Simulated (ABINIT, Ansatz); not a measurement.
## CsPbCl3 (Pm-3m): one start, several treatments of the self-energy

How much does the gap of CsPbCl3 (Pm-3m) depend on the approximation to the self-energy?

Program: ABINIT 10.8.3. Level of theory: PBE and many-body steps on it, plane waves. Results are calculated unless marked as measured.

Report form: the programs' logs are mostly left out.

### 1. The starting structure

It takes space group Pm-3m (No. 221, cubic). Conventional cell: a = 5.605 Å, b = 5.605 Å, c = 5.605 Å, α = 90.00°, β = 90.00°, γ = 90.00°. Nearest to Cs lie 12 Cl at 3.96 Å. Nearest to Pb lie 6 Cl at 2.80 Å. Nearest to Cl lie 2 Pb at 2.80 Å and 4 Cs at 3.96 Å. Farther neighbours and most contacts between anions are not listed.

The cell and positions come from the Crystallography Open Database and are kept as given unless a step says otherwise. Spin-orbit coupling is left out unless a step names it.

### 2. Empty states on the mesh, 2×2×2 mesh, 605 bands

This step: ABINIT 10.8.3; DFT, PBE, plane waves, norm-conserving pseudopotentials.

The sums over transitions need many empty states on a uniform mesh; this step solves for them.

The input, run.abi:

```
acell 3*1.0 Angstrom
rprim 
  5.605000000000 0.000000000000 0.000000000000
  0.000000000000 5.605000000000 0.000000000000
  0.000000000000 0.000000000000 5.605000000000
ntypat 3
znucl 55 82 17
natom 5
typat 1 2 3 3 3
xred 
  0.000000000000 0.000000000000 0.000000000000
  0.500000000000 0.500000000000 0.500000000000
  0.500000000000 0.500000000000 0.000000000000
  0.000000000000 0.500000000000 0.500000000000
  0.500000000000 0.000000000000 0.500000000000
pp_dirpath "pseudos"
pseudos "Cs.upf, Pb.upf, Cl.upf"
ecut 32
ngkpt 2 2 2
nshiftk 1
shiftk 0 0 0
kptopt 1
chksymbreak 0
iscf -2
irdden 1
istwfk *1
nband 605
nbdbuf 54
tolwfr 1e-09
nstep 60
prtvol 0
indata_prefix "in"
outdata_prefix "out"
tmpdata_prefix "tmp"
```

Launch:

```bash
$ OMP_NUM_THREADS=1 mpirun -n 4 abinit run.abi > log
```

Elapsed: 12 min, on 4 MPI ranks of Arm Neoverse V1, shared host; peak memory 0.9 GiB; 47 min of CPU time.

This step gave:

```
gap                                                           : 1.932 eV
k of the valence top                                          : 0.5, 0.5, 0.5
k of the conduction bottom                                    : 0.5, 0.5, 0.5
least direct gap                                              : 1.932 eV
k points computed                                             : 4
lowest point of the top converged band, above the valence top : 111.6159 eV
```

On this mesh the gap is 1.932 eV.

The density comes from a self-consistent run that is not shown.

### 3. Screening, 2×2×2 mesh, 240 bands, screening to 141.5 eV

The RPA dielectric matrix is built and inverted for each q.

This step: RPA screening on PBE, plane waves, norm-conserving pseudopotentials.

Changes to run.abi since step 2:

```diff
@@ -23,10 +23,11 @@
 chksymbreak 0
-iscf -2
-irdden 1
 istwfk *1
-nband 605
-nbdbuf 54
-tolwfr 1e-09
-nstep 60
-prtvol 0
+occopt 1
+irdwfk 1
+optdriver 3
+nband 240
+ecuteps 5.2
+inclvkb 2
+awtr 1
+symchi 1
 indata_prefix "in"
```

Elapsed: 1.8 min, on 4 MPI ranks; peak memory 2.3 GiB.

Numbers from this step:

```yaml
eps_infinity_with_local_fields_on_this_mesh_along_the_program_s_q_direction: 7.224
the_same_without_local_fields: 8.220
plasma_frequency: 20.18 eV
plane_waves_in_the_screening_matrix: 691
```

Local fields lower ε∞ by 12 %. On a Γ-centred mesh this coarse the value itself is usually too large, while a short band sum pulls it down.

### 4. G0W0, Godby-Needs plasmon pole

The self-energy is evaluated for the states that the input lists, and the levels follow from it, in one-shot runs by the linearised quasiparticle equation.

This step: G0W0 on PBE, plane waves, norm-conserving pseudopotentials.

Changes to run.abi since step 3:

```diff
@@ -26,8 +26,17 @@
 irdwfk 1
-optdriver 3
+optdriver 4
 nband 240
+gwcalctyp 0
+ecutsigx 32
+symsigma 1
+nkptgw 2
+kptgw 
+  0.5000000000 0.5000000000 0.5000000000
+  0.0000000000 0.0000000000 0.0000000000
+bdgw 
+  23 29
+  24 29
 ecuteps 5.2
-inclvkb 2
-awtr 1
-symchi 1
+irdscr 1
+ppmodel 1
 indata_prefix "in"
```

It took 74 s on 4 MPI ranks; peak memory 2.2 GiB; 4.9 min of CPU time.

This step gave:

- G0W0 gap on the points computed: 3.212 eV
- starting gap on the mesh: 1.932 eV
- k of the valence top: 0.5, 0.5, 0.5
- k of the conduction bottom: 0.5, 0.5, 0.5
- Z at the valence top: 0.792
- Z at the conduction bottom: 0.821
- least direct G0W0 gap on the computed points: 3.212 eV

The gap on the mesh goes from 1.93 eV to 3.21 eV, a correction of +1.28 eV.

### 5. G0W0, Hybertsen-Louie plasmon pole

Changes to run.abi since step 4:

```diff
@@ -40,3 +40,3 @@
 irdscr 1
-ppmodel 1
+ppmodel 2
 indata_prefix "in"
```

The job ended after 71 s (4 MPI ranks; peak memory 2.1 GiB).

This step gave:

- G0W0 gap on the points computed: 3.243 eV
- starting gap on the mesh: 1.932 eV
- k of the valence top: 0.5, 0.5, 0.5
- k of the conduction bottom: 0.5, 0.5, 0.5
- Z at the valence top: 0.83
- Z at the conduction bottom: 0.864
- least direct G0W0 gap on the computed points: 3.243 eV

Against G0W0 in ABINIT (2×2×2 mesh, 240 bands, screening to 141.5 eV, Godby-Needs plasmon pole), the gap moves by +0.031 eV.

### 6. G0W0, Engel-Farid plasmon pole

Changes to run.abi since step 5:

```diff
@@ -40,3 +40,3 @@
 irdscr 1
-ppmodel 2
+ppmodel 4
 indata_prefix "in"
```

Run time: 33 s. Hardware: 4 MPI ranks; peak memory 2 GiB.

Numbers from this step:

```
G0W0 gap on the points computed              : 3.285 eV
starting gap on the mesh                     : 1.932 eV
k of the valence top                         : 0.5, 0.5, 0.5
k of the conduction bottom                   : 0.5, 0.5, 0.5
least direct G0W0 gap on the computed points : 3.285 eV
```

Against G0W0 in ABINIT (2×2×2 mesh, 240 bands, screening to 141.5 eV, Godby-Needs plasmon pole), the gap moves by +0.073 eV.

### 7. One-shot Hartree-Fock

This step: one-shot Hartree-Fock on PBE, plane waves, norm-conserving pseudopotentials.

Changes to run.abi since step 6:

```diff
@@ -27,4 +27,4 @@
 optdriver 4
-nband 240
-gwcalctyp 0
+nband 30
+gwcalctyp 5
 ecutsigx 32
@@ -38,5 +38,4 @@
   24 29
-ecuteps 5.2
-irdscr 1
-ppmodel 4
+ixc_sigma 40
+fftgw 31
 indata_prefix "in"
```

Run time: 5.1 s. Hardware: 4 MPI ranks; peak memory 0.29 GiB.

Numbers from this step:

```
quasiparticle gap on the points computed              : 8.265 eV
starting gap on the mesh                              : 1.932 eV
k of the valence top                                  : 0.5, 0.5, 0.5
k of the conduction bottom                            : 0.5, 0.5, 0.5
least direct quasiparticle gap on the computed points : 8.265 eV
```

Against G0W0 in ABINIT (2×2×2 mesh, 240 bands, screening to 141.5 eV, Godby-Needs plasmon pole), the gap moves by +5.053 eV.

### 8. The runs together

Times are wall times on 4 MPI ranks of Arm Neoverse V1, shared host, good to a factor of about two. A run's time includes the screening step that it read.

```tsv
run	mesh	bands	screening cutoff (eV)	DFT gap (eV)	gap on the mesh (eV)	direct (eV)	ε∞ used	time
G0W0, Godby-Needs plasmon pole	2×2×2	240	141.5	1.932	3.212	3.212	7.22	3.1 min
G0W0, Hybertsen-Louie plasmon pole	2×2×2	240	141.5	1.932	3.243	3.243	7.22	3 min
G0W0, Engel-Farid plasmon pole	2×2×2	240	141.5	1.932	3.285	3.285	7.22	2.4 min
one-shot Hartree-Fock	2×2×2	-	-	1.932	8.265	8.265	-	5.1 s
```

### 9. Results

```
G0W0, Godby-Needs plasmon pole     : 3.212 eV
G0W0, Hybertsen-Louie plasmon pole : 3.243 eV
G0W0, Engel-Farid plasmon pole     : 3.285 eV
one-shot Hartree-Fock              : 8.265 eV
known limits                       : not at the basis limit; no spin-orbit coupling; coarse k mesh
```

In words: G0W0, Hybertsen-Louie plasmon pole: +0.031 eV against G0W0, Godby-Needs plasmon pole. G0W0, Engel-Farid plasmon pole: +0.073 eV against G0W0, Godby-Needs plasmon pole. One-shot Hartree-Fock: +5.053 eV against G0W0, Godby-Needs plasmon pole. Bare exchange alone opens the gap to 8.26 eV; against G0W0, correlation takes back 5.05 eV. Bands and cutoff are finite, so the gap is not at the basis limit. The miss can reach some tenths of an eV and take either sign; the mesh is an error of its own. In the G0W0 runs levels were corrected at 2 k points alone, so a gap called «on the mesh» is the least over those, and an edge elsewhere would be missed. The 2×2×2 mesh is coarse for this cell, which bears on the long-range parts of exchange and screening. Where an edge is built on 6p states of lead, bismuth or thallium, scalar-relativistic gaps usually stand too wide, by a few tenths to over one eV. This is the ideal cubic cell; many perovskites, halides above all, are cubic only on average, and local tilts or off-centring can widen the gap. The many-body steps are scalar-relativistic: spin-orbit coupling is not in them.

[Paths, hosts, dates, memory and timing lines, banners, echoed tables and standing remarks are left out of the program output.]

[Logs are printed without paths, hosts, clocks, repeated set-up lines and the standing remarks that a program may print on its own settings, such as how far it seeks lower states.]

[Runs of the session that timed out or met a known fault of the program may be left out.]

[Hosts, paths, dates, database ids (printed as entryN), source tags and the programs' standing remarks are cut or masked in the printed files.]

[G0W0 gaps are taken among the corrected bands and points alone; a level outside them can change the order at an edge.]

[Where Ansatz stands beside ABINIT at settings called matched, ABINIT's density can come from a denser mesh and the files from another edition; pairs whose starting gaps differed by over 0.03 eV were left out, so agreement reads better than it is.]
